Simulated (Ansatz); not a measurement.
# How fast states decay through BaCaI2F2

A new crystal, BaCaI2F2: structure, gap and complex bands. It is built by putting F for part of the I in the BaCaI4 structure of space group P2/m, with the volume rescaled by atomic radii. The parent structure comes from the Materials Project.

Calculated with Ansatz 0.2.0; LDA DFT, plane waves, PAW files, in the first sound run; inputs show where later runs differ.

The structure was built from a prototype and need not be the compound's stable phase.

## 1. Starting point

It takes space group Pm (No. 6, monoclinic). The conventional cell has a = 6.684 Å, b = 4.409 Å, c = 7.787 Å, α = 90.00°, β = 90.53°, γ = 90.00°. Ba has 3 F at 3.17 to 3.19 Å and 3 I at 3.17 to 3.19 Å nearest. Nearest to Ca lie 3 F at 2.92 to 2.94 Å and 3 I at 2.92 to 2.94 Å. Nearest to F lie 1 Ca at 2.92 Å and 2 Ba at 3.17 Å. Nearest to I lie 2 Ca at 2.94 Å and 1 Ba at 3.19 Å. Nearest to F lie 2 Ca at 2.94 Å and 1 Ba at 3.19 Å. Nearest to I lie 1 Ca at 2.92 Å and 2 Ba at 3.17 Å. It derives from BaCaI4. F for part of the I in the BaCaI4 structure of space group P2/m. Farther neighbours and most contacts between anions are not listed.

## 2. Cell and atoms at rest

The substituted atoms don't fit the parent's cell, so cell and atoms relax together. A small smearing keeps the run stable in case the gap closes on the way.

Contents of input.yaml:

```yaml
crystal:
  lattice:
    - [6.6840351605, 0.0, 0.0]
    - [0.0, 4.4090766846, 0.0]
    - [-0.0719492867, 0.0, 7.7863877607]
  atoms:
    - { symbol: Ba, position: [0.0, 0.5, 0.5] }
    - { symbol: Ca, position: [0.0, 0.0, 0.0] }
    - { symbol: F, position: [0.252861, 0.0, 0.307026] }
    - { symbol: I, position: [0.236918, 0.5, 0.857288] }
    - { symbol: F, position: [0.763082, 0.5, 0.142712] }
    - { symbol: I, position: [0.747139, 0.0, 0.692974] }
kpoints:
  mp_grid: { grid: [4, 6, 4] }
scf:
  occupations: { method: gaussian, width: 0.03 }
hamiltonian:
  xc: lda
output:
  forces: true
  stress: true
relax:
  f_tol: 0.02
  max_steps: 60
  cell: {}
```

Started as:

```console
$ ansatz run input.yaml --threads 2 --pin off --max-ram 4096MiB --backend cpu --events-out ev --progress --plain --runs-dir out
```

Numbers of over 12 decimals in the logs are rounded to 6 here.

Log:

```text
Engine: ansatz 0.2.0, aarch64-unknown-linux-gnu
Pseudopotentials: kind: paw
Pseudopotential: Ba, paw, valence charge 10, recommended cutoff 420 eV (normal), Ba.paw.azcp
Pseudopotential: Ca, paw, valence charge 10, recommended cutoff 420 eV (normal), Ca.paw.azcp
Pseudopotential: F, paw, valence charge 7, recommended cutoff 420 eV (normal), F.paw.azcp
Pseudopotential: I, paw, valence charge 17, recommended cutoff 420 eV (normal), I.paw.azcp
Functional definition: SPW92
  exchange = slater_x
  correlation = pw_c
Crystal: 6 atoms, lattice volume = 229.468 Å³
Basis set: ecut = 420 eV, 4483 PW (Γ)
Bands: 41, of which v1, the nominal top of the filled ones, is band 34 counted from 1 (33 counted from 0)
Symmetry: 2 space group operations
Space group: Pm (ITA 6), of the structure as read, at distance tolerance 6.1e-5 Å
k-points: 40 of 96 (time reversal used)
Non-local potential: Ba, projectors of the file, l = 0: 3, l = 1: 2, l = 2: 2, l = 3: 2
Non-local potential: Ca, projectors of the file, l = 0: 3, l = 1: 2, l = 2: 2
Non-local potential: F, projectors of the file, l = 0: 2, l = 1: 2, l = 2: 1
Non-local potential: I, projectors of the file, l = 0: 2, l = 1: 2, l = 2: 2, l = 3: 2
PAW form: soft (Blöchl's): semilocal exchange-correlation on the pseudo side does not see the compensation charge
PAW frozen core: Ba, regenerated for the run's functional, and the local potential with it (the file was generated under x = pbe(κ = 0.804, μ = 0.219515), c = pbe(β = 0.066725))
PAW frozen core: Ca, regenerated for the run's functional, and the local potential with it (the file was generated under x = pbe(κ = 0.804, μ = 0.219515), c = pbe(β = 0.066725))
PAW frozen core: F, regenerated for the run's functional, and the local potential with it (the file was generated under x = pbe(κ = 0.804, μ = 0.219515), c = pbe(β = 0.066725))
PAW frozen core: I, regenerated for the run's functional, and the local potential with it (the file was generated under x = pbe(κ = 0.804, μ = 0.219515), c = pbe(β = 0.066725))
PAW one-centre angular grid: Ba, 194 points (default); XC on 64 Gauss nodes
PAW one-centre angular grid: Ca, 110 points (default); XC on 64 Gauss nodes
PAW one-centre angular grid: F, 110 points (default); XC on 64 Gauss nodes
PAW one-centre angular grid: I, 590 points (default); XC on 64 Gauss nodes
Initial density: superposition of atomic densities (neutral atoms: chi_scale 0, normalization atom), corrected by the library's trained network
Initial wavefunctions: pseudopotential atomic-orbital guess
Functional: x = slater, c = lda
SCF iter   1: F=—  HF=-23858.292978 eV  |F-HF|=—  |Δ(HF+E_count)|=         —  Δρ=7.66e-3  dr2=1.12e-1  ethr=1.77e-3  ⟨swp⟩=13.1  Hψ=10251  notcnv=0
preconditioner: auto → Resta (q_TF=auto, 2.228 Å⁻¹)  ε∞=3.6  [insulator: Δε(μ)=3.695 eV  Ē_g=8.910 eV  σ=0.030 eV  W_gap=1.00  n_scr=42 (ndim 8)  ℏωp=14.3 eV  f_vac=0.249  D(μ)=0.00/eV (n_scr^D=0)  ε∞_Penn≈3.6]
SCF iter   2: F=—  HF=-23858.273405 eV  |F-HF|=—  |Δ(HF+E_count)|=   1.96e-2  Δρ=3.92e-3  dr2=2.33e-2  ethr=1.65e-4  ⟨swp⟩=2.5  Hψ=2982  notcnv=0  defer=80
SCF iter   3: F=—  HF=-23858.268537 eV  |F-HF|=—  |Δ(HF+E_count)|=   4.87e-3  Δρ=1.42e-3  dr2=6.15e-3  ethr=3.42e-5  ⟨swp⟩=2.0  Hψ=2545  notcnv=0  defer=80
SCF iter   4: F=—  HF=-23858.267240 eV  |F-HF|=—  |Δ(HF+E_count)|=   1.30e-3  Δρ=3.93e-4  dr2=5.71e-4  ethr=9.04e-6  ⟨swp⟩=2.8  Hψ=2325  notcnv=0  defer=80
SCF iter   5: F=—  HF=-23858.267141 eV  |F-HF|=—  |Δ(HF+E_count)|=   9.94e-5  Δρ=1.33e-4  dr2=9.04e-5  ethr=8.40e-7  ⟨swp⟩=2.5  Hψ=2625  notcnv=0  defer=80
SCF iter   6: F=—  HF=-23858.267167 eV  |F-HF|=—  |Δ(HF+E_count)|=   2.59e-5  Δρ=6.00e-5  dr2=8.63e-6  ethr=1.33e-7  ⟨swp⟩=2.1  Hψ=2337  notcnv=0  defer=80
SCF iter   7: F=—  HF=-23858.267168 eV  |F-HF|=—  |Δ(HF+E_count)|=   1.78e-6  Δρ=5.72e-5  dr2=5.73e-6  ethr=1.27e-8  ⟨swp⟩=2.0  Hψ=2905  notcnv=0  defer=80
SCF iter   8: F=—  HF=-23858.267168 eV  |F-HF|=—  |Δ(HF+E_count)|=   7.69e-7  Δρ=1.34e-5  dr2=6.15e-7  ethr=8.42e-9  ⟨swp⟩=2.0  Hψ=2322  notcnv=0  defer=80
SCF iter   9: F=-23858.267168 eV  HF=-23858.267168 eV  |F-HF|=3.06e-8  |Δ(HF+E_count)|=   1.22e-7  Δρ=2.64e-6  dr2=2.87e-8  ethr=1.47e-10  ⟨swp⟩=4.0  Hψ=7077  notcnv=0
SCF 1 converged in 9 iterations: F = -23858.267168 eV  dr2 = 2.87e-8
  greatest PAW one-centre occupation: 1.000 electrons in one spin orbital (limit 2), on the I atom at site 5 (counted from 0), in its partial waves of l = 2
relax step   1: F+E_penalty+E_count = -23858.26716770 eV  Δ(F+E_penalty+E_count) = +0.000e0 eV  max|allowed force component| = 2.672e0 eV/Å  Δτ_max = 0.0000 Å  P = -2.044 GPa  Ω = 229.468 Å³  (9 SCF iters, dr2 threshold 1.00e-7 eV, accepted)
Crystal: 6 atoms, lattice volume = 223.985 Å³
Basis set: ecut = 420 eV, 4401 PW (Γ)
Initial density: handed on by an earlier stage of this run
Initial wavefunctions: those handed on with the density
iter 1 solved again at ethr=1.03e-3 eV; its pass at ethr=3.10e-3 eV (dr2=7.03e-1 eV) is discarded
SCF iter   1: F=—  HF=-23860.014281 eV  |F-HF|=—  |Δ(HF+E_count)|=         —  Δρ=2.09e-2  dr2=7.20e-1  ethr=1.03e-3  ⟨swp⟩=1.1  Hψ=9982  notcnv=0
preconditioner: auto → Resta (q_TF=auto, 2.237 Å⁻¹)  ε∞=3.5  [insulator: Δε(μ)=3.534 eV  Ē_g=9.165 eV  σ=0.030 eV  W_gap=1.00  n_scr=42 (ndim 8)  ℏωp=14.5 eV  f_vac=0.221  D(μ)=0.00/eV (n_scr^D=0)  ε∞_Penn≈3.5]
SCF iter   2: F=—  HF=-23859.791327 eV  |F-HF|=—  |Δ(HF+E_count)|=   2.23e-1  Δρ=9.44e-3  dr2=1.23e-1  ethr=1.03e-3  ⟨swp⟩=2.9  Hψ=2800  notcnv=0
SCF iter   3: F=—  HF=-23859.760059 eV  |F-HF|=—  |Δ(HF+E_count)|=   3.13e-2  Δρ=4.63e-3  dr2=3.55e-2  ethr=1.81e-4  ⟨swp⟩=3.1  Hψ=3146  notcnv=0  defer=69
SCF iter   4: F=—  HF=-23859.752564 eV  |F-HF|=—  |Δ(HF+E_count)|=   7.50e-3  Δρ=1.22e-3  dr2=1.94e-3  ethr=5.22e-5  ⟨swp⟩=2.1  Hψ=2547  notcnv=0  defer=69
SCF iter   5: F=—  HF=-23859.752964 eV  |F-HF|=—  |Δ(HF+E_count)|=   4.00e-4  Δρ=2.02e-4  dr2=2.10e-4  ethr=2.85e-6  ⟨swp⟩=2.2  Hψ=2301  notcnv=0  defer=69
SCF iter   6: F=—  HF=-23859.753085 eV  |F-HF|=—  |Δ(HF+E_count)|=   1.21e-4  Δρ=1.38e-4  dr2=5.12e-5  ethr=3.09e-7  ⟨swp⟩=2.0  Hψ=2823  notcnv=0  defer=69
SCF iter   7: F=—  HF=-23859.753111 eV  |F-HF|=—  |Δ(HF+E_count)|=   2.62e-5  Δρ=1.86e-4  dr2=5.32e-5  ethr=7.53e-8  ⟨swp⟩=2.0  Hψ=2418  notcnv=0  defer=69
SCF iter   8: F=—  HF=-23859.753103 eV  |F-HF|=—  |Δ(HF+E_count)|=   8.22e-6  Δρ=1.84e-5  dr2=8.56e-7  ethr=7.53e-8  ⟨swp⟩=2.0  Hψ=2243  notcnv=0  defer=69
SCF iter   9: F=-23859.753104 eV  HF=-23859.753104 eV  |F-HF|=9.50e-8  |Δ(HF+E_count)|=   8.48e-7  Δρ=5.51e-6  dr2=8.64e-8  ethr=8.82e-10  ⟨swp⟩=4.4  Hψ=5843  notcnv=0
[...]
relax step  21: F+E_penalty+E_count = -23862.89324116 eV  Δ(F+E_penalty+E_count) = -3.897e-2 eV  max|allowed force component| = 1.745e-1 eV/Å  Δτ_max = 0.1000 Å  P = +0.250 GPa  Ω = 143.398 Å³  energy of the carried Pulay correction = +1.101e-1 eV  (6 SCF iters, dr2 threshold 6.00e-7 eV, accepted)
relax step  22: F+E_penalty+E_count = -23862.94229260 eV  Δ(F+E_penalty+E_count) = -4.905e-2 eV  max|allowed force component| = 9.263e-2 eV/Å  Δτ_max = 0.1500 Å  P = +0.151 GPa  Ω = 144.382 Å³  energy of the carried Pulay correction = +1.085e-1 eV  (7 SCF iters, dr2 threshold 6.00e-7 eV, accepted)
relax step  23: F+E_penalty+E_count = -23862.95909237 eV  Δ(F+E_penalty+E_count) = -1.680e-2 eV  max|allowed force component| = 3.917e-2 eV/Å  Δτ_max = 0.0656 Å  P = +0.038 GPa  Ω = 145.952 Å³  energy of the carried Pulay correction = +1.061e-1 eV  (6 SCF iters, dr2 threshold 6.00e-7 eV, accepted)
relax step  24: F+E_penalty+E_count = -23862.96279051 eV  Δ(F+E_penalty+E_count) = -3.698e-3 eV  max|allowed force component| = 5.846e-2 eV/Å  Δτ_max = 0.0418 Å  P = +0.039 GPa  Ω = 147.469 Å³  energy of the carried Pulay correction = +1.037e-1 eV  (7 SCF iters, dr2 threshold 2.13e-7 eV, accepted)
relax step  25: F+E_penalty+E_count = -23862.96276683 eV  Δ(F+E_penalty+E_count) = +2.368e-5 eV  max|allowed force component| = 3.618e-2 eV/Å  Δτ_max = 0.0150 Å  P = -0.083 GPa  Ω = 147.781 Å³  energy of the carried Pulay correction = +1.033e-1 eV  (5 SCF iters, dr2 threshold 2.14e-7 eV, accepted)
relax step  26: F+E_penalty+E_count = -23862.96342108 eV  Δ(F+E_penalty+E_count) = -6.542e-4 eV  max|allowed force component| = 3.558e-3 eV/Å  Δτ_max = 0.0064 Å  P = -0.001 GPa  Ω = 147.548 Å³  energy of the carried Pulay correction = +1.036e-1 eV  (5 SCF iters, dr2 threshold 8.18e-8 eV, accepted)
relax step  27: F+E_penalty+E_count = -23862.95938927 eV  Δ(F+E_penalty+E_count) = +4.032e-3 eV  max|allowed force component| = 4.341e-3 eV/Å  Δτ_max = 0.0000 Å  P = -0.084 GPa  Ω = 147.548 Å³  stress off target by 2.35e-1 GPa  SCF on the basis re-selected at this cell (its energy is not comparable with the rows above)  (7 SCF iters)
relax step  28: F+E_penalty+E_count = -23862.96171532 eV  Δ(F+E_penalty+E_count) = -2.326e-3 eV  max|allowed force component| = 4.560e-2 eV/Å  Δτ_max = 0.0101 Å  P = +0.200 GPa  Ω = 147.522 Å³  energy of the carried Pulay correction = -4.584e-6 eV  (6 SCF iters, dr2 threshold 1.38e-7 eV, accepted)
relax step  29: F+E_penalty+E_count = -23862.96129454 eV  Δ(F+E_penalty+E_count) = +4.208e-4 eV  max|allowed force component| = 1.573e-3 eV/Å  Δτ_max = 0.0094 Å  P = +0.014 GPa  Ω = 148.191 Å³  energy of the carried Pulay correction = -1.031e-3 eV  (5 SCF iters, dr2 threshold 1.30e-7 eV, accepted)
relax step  30: F+E_penalty+E_count = -23862.96310794 eV  Δ(F+E_penalty+E_count) = -1.813e-3 eV  max|allowed force component| = 1.707e-3 eV/Å  Δτ_max = 0.0000 Å  P = +0.032 GPa  Ω = 148.191 Å³  stress off target by 9.90e-2 GPa  SCF on the basis re-selected at this cell (its energy is not comparable with the rows above)  (8 SCF iters)
relax step  31: F+E_penalty+E_count = -23862.96280283 eV  Δ(F+E_penalty+E_count) = +3.051e-4 eV  max|allowed force component| = 1.623e-3 eV/Å  Δτ_max = 0.0056 Å  P = +0.008 GPa  Ω = 148.593 Å³  energy of the carried Pulay correction = -6.298e-4 eV  (6 SCF iters, dr2 threshold 2.45e-8 eV, accepted)
iter 1 solved again at ethr=1.99e-6 eV; its pass at ethr=3.10e-3 eV (dr2=1.35e-3 eV) is discarded
SCF iter   1: F=—  HF=-23862.963359 eV  |F-HF|=—  |Δ(HF+E_count)|=         —  Δρ=1.78e-4  dr2=1.25e-6  ethr=1.99e-6  ⟨swp⟩=3.0  Hψ=13261  notcnv=0
eigensolver tolerance schedule: the retry pair's looser diagonalisation over-reported the residual by 1082.16 of it (diagonalisation noise at 2.27 of the residual, at the tolerance the schedule requests for it); recorded, not acted on — ethr = c·dr2/N_el stays at c = 1.0e-1
preconditioner: auto → Resta (q_TF=auto, 2.395 Å⁻¹)  ε∞=3.8  [insulator: Δε(μ)=3.402 eV  Ē_g=10.546 eV  σ=0.030 eV  W_gap=1.00  n_scr=38 (ndim 8)  ℏωp=17.8 eV  f_vac=0.005  D(μ)=0.00/eV (n_scr^D=0)  ε∞_Penn≈3.8]
SCF iter   2: F=—  HF=-23862.963402 eV  |F-HF|=—  |Δ(HF+E_count)|=   4.30e-5  Δρ=8.99e-5  dr2=3.70e-7  ethr=1.84e-9  ⟨swp⟩=3.0  Hψ=3947  notcnv=0
SCF iter   3: F=—  HF=-23862.963414 eV  |F-HF|=—  |Δ(HF+E_count)|=   1.24e-5  Δρ=2.82e-5  dr2=5.13e-8  ethr=5.44e-10  ⟨swp⟩=2.5  Hψ=2803  notcnv=0
SCF iter   4: F=—  HF=-23862.963416 eV  |F-HF|=—  |Δ(HF+E_count)|=   1.29e-6  Δρ=1.44e-6  dr2=4.18e-9  ethr=7.54e-11  ⟨swp⟩=2.0  Hψ=2322  notcnv=0
SCF iter   5: F=—  HF=-23862.963416 eV  |F-HF|=—  |Δ(HF+E_count)|=   1.54e-9  Δρ=7.44e-7  dr2=9.71e-10  ethr=6.15e-12  ⟨swp⟩=2.0  Hψ=2950  notcnv=0
SCF iter   6: F=-23862.963416 eV  HF=-23862.963416 eV  |F-HF|=7.28e-12  |Δ(HF+E_count)|=  4.00e-10  Δρ=1.25e-7  dr2=2.65e-11  ethr=1.00e-12  ⟨swp⟩=4.0  Hψ=8379  notcnv=0
SCF 32 converged in 6 iterations: F = -23862.963416 eV  dr2 = 2.65e-11
relax step  32: F+E_penalty+E_count = -23862.96341566 eV  Δ(F+E_penalty+E_count) = -6.128e-4 eV  max|allowed force component| = 1.620e-3 eV/Å  Δτ_max = 0.0000 Å  P = +0.010 GPa  Ω = 148.593 Å³  stress off target by 3.96e-2 GPa  SCF on the basis re-selected at this cell (its energy is not comparable with the rows above)  (6 SCF iters)
basis re-selected at this cell: Δ(F+E_penalty+E_count) = -6.128e-4 eV, ΔP = +0.002 GPa vs the last step (what re-selecting the basis moved, of the pressure what is left beyond the Pulay correction that the steps carried, after the strain that the cell walked since its last selection, with what the two solves' SCF thresholds leave and, on support functions, any second-order correction that the steps lacked; it is no m [...]
SCF converged after 6 iterations
Free energy (F): -23862.963416 eV
Harris-Foulkes:  -23862.963416 eV  (|F-HF|=7.28e-12)
Internal energy: -23862.963416 eV  (E = F + TS)
E sigma→0 (E₀):  -23862.963416 eV
Fermi energy:    8.518051 eV
--- Per-component energies (eV) ---
  E_band       = -926.096420
  E_kinetic    = 1241.019343
  E_local      = -5979.756306  (includes V_loc(G=0)·N_el)
  E_nonlocal   = 107.700614
  E_hartree    = 2777.517637
  E_xc         = -716.846211
  E_vxc        = -770.517102  (∫ρ·V_xc dr)
  E_paw        = -15569.751501  (= ΣΔE_a)
  E_vpaw       = -1079.582360  (= ΣTr[D̂ρ^β])
  E_aug_tail   = 0.004207  (compensation charges beyond the density's cutoff)
  E_ewald      = -5725.205813
  E_core_change = 2.354615  (= ΣΔE_core)
  E_smearing   = -0.000000  (= −TS)
  E_closure    = 0.000000  (closes the sum)
  Σ components = -23862.963416   (vs F -23862.963416, Δ=0.00e0)
--- Forces (eV/Å), atoms counted from 1 ---
  atom   1  Ba     0.00004705     0.00000000    -0.00025394
  atom   2  Ca     0.00016311    -0.00000000     0.00011434
  atom   3  F     -0.00024624    -0.00000000    -0.00058860
  atom   4  I     -0.00016618    -0.00000000     0.00161671
  atom   5  F      0.00017453     0.00000000    -0.00056974
  atom   6  I      0.00002781    -0.00000000    -0.00033714
  max |Σ_I F_I| component: 1.84e-5 eV/Å
--- Stress (GPa, compression-positive) ---
       -0.003689       0.000000      -0.000164
        0.000000      -0.006323       0.000000
       -0.000164       0.000000       0.039555
  P = ⅓ Tr σ = 0.0098 GPa (0.098 kbar)
--- Relaxed structure (29 steps of the walk, 28 accepted, 3 SCFs on fresh bases) ---
  F+E_penalty+E_count = -23862.96341566 eV   max|allowed force component| = 1.620e-3 eV/Å   (the final SCF, on the basis selected at the relaxed cell)
  cell:  # Å, volume = 148.5929 Å³
    - [4.163448, 0.0, 0.013895]
    - [0.0, 4.156055, 0.0]
    - [-0.028630, 0.0, 8.587342]
  atoms:
    - { symbol: Ba, position: [0.249992, 0.500000, 0.409647] }
    - { symbol: Ca, position: [-0.250010, 0.0, 0.100756] }
    - { symbol: F, position: [0.250014, 0.0, 0.232084] }
    - { symbol: I, position: [0.250020, 0.500000, 0.921508] }
    - { symbol: F, position: [0.749991, 0.500000, 0.232117] }
    - { symbol: I, position: [0.749992, 0.0, 0.603887] }
```

It took 6.8 min on 2 threads of Arm Neoverse V2, shared host; peak memory 0.61 GiB; 13 min of CPU time.

The steps of the relaxation (22 of 32):

```csv
step,energy less that of the first step (eV),largest force component (eV/Å),pressure (GPa),volume (Å³)
1,0.0000,2.6718,-2.04,229.47
2,-1.4859,1.9860,-3.30,223.98
4,-3.3527,1.0231,-1.61,208.31
5,-3.6207,0.7016,-1.28,205.41
7,-3.9205,0.2206,0.27,192.18
8,-4.0307,0.1728,-0.14,184.84
10,-4.1820,0.2515,0.41,168.24
11,-4.2183,0.1757,-0.06,172.26
13,-4.3179,0.1990,-0.44,165.17
14,-4.3317,0.2135,-0.04,161.36
16,-4.3939,0.0868,-0.21,153.03
17,-4.4659,0.1564,-0.03,147.60
19,-4.4299,0.6904,1.27,141.76
20,-4.5871,0.1725,0.28,143.66
22,-4.6751,0.0926,0.15,144.38
23,-4.6919,0.0392,0.04,145.95
25,-4.6956,0.0362,-0.08,147.78
26,-4.6963,0.0036,0.00,147.55
28,-4.6945,0.0456,0.20,147.52
29,-4.6941,0.0016,0.01,148.19
31,-4.6956,0.0016,0.01,148.59
32*,-4.6962,0.0016,0.01,148.59
```

Relaxation steps marked * repeat the geometry before them on a plane-wave basis chosen anew for their cell, so energy and pressure can jump there. Other such steps can lie between the rows shown. Relaxation step 19 was tried and not accepted.

The run keeps the 2 symmetry operations that it works with, so distortions that break them were not tested.

```csv
cell as run,before,after,change
a (Å),6.684,4.163,-37.7 %
b (Å),4.409,4.156,-5.7 %
c (Å),7.787,8.587,+10.3 %
β (°),90.53,90.00,-0.6 %
volume (Å³/atom),38.24,24.77,-35.2 %
```

The atoms that moved most (Å, as changes of fractional coordinates times the final cell):

```csv
atom,dx,dy,dz,length
Ca2,-1.044,0.000,0.862,1.354
Ba1,1.043,0.000,-0.772,1.298
F5,-0.057,0.000,0.768,0.770
I6,0.014,0.000,-0.765,0.765
F3,-0.010,0.000,-0.644,0.644
I4,0.053,0.000,0.552,0.554
```

The relaxed structure:

```xyz
6
Lattice="4.1634 0.0000 0.0139 0.0000 4.1561 0.0000 -0.0286 0.0000 8.5873" Properties=species:S:1:pos:R:3 pbc="T T T"
Ba    1.0291    2.0780    3.5213
Ca   -1.0438    0.0000    0.8618
F     1.0343    0.0000    1.9965
I     1.0146    2.0780    7.9168
F     3.1159    2.0780    2.0037
I     3.1053    0.0000    5.1962
```

This step gave:

| Property | Result |
| --- | --- |
| free energy | -23862.9634 eV |
| Fermi energy | 8.518 eV |
| pressure | 0.009847 GPa |

The largest force component on a free atom ends at 0.0016 eV/Å.

[end of part 1 of 3]

[Logs are printed without paths, hosts, clocks, repeated set-up lines and the standing remarks that a program may print on its own settings, such as how far it seeks lower states.]

[Hosts, paths, dates, database ids (printed as entryN), source tags and the programs' standing remarks are cut or masked in the printed files.]
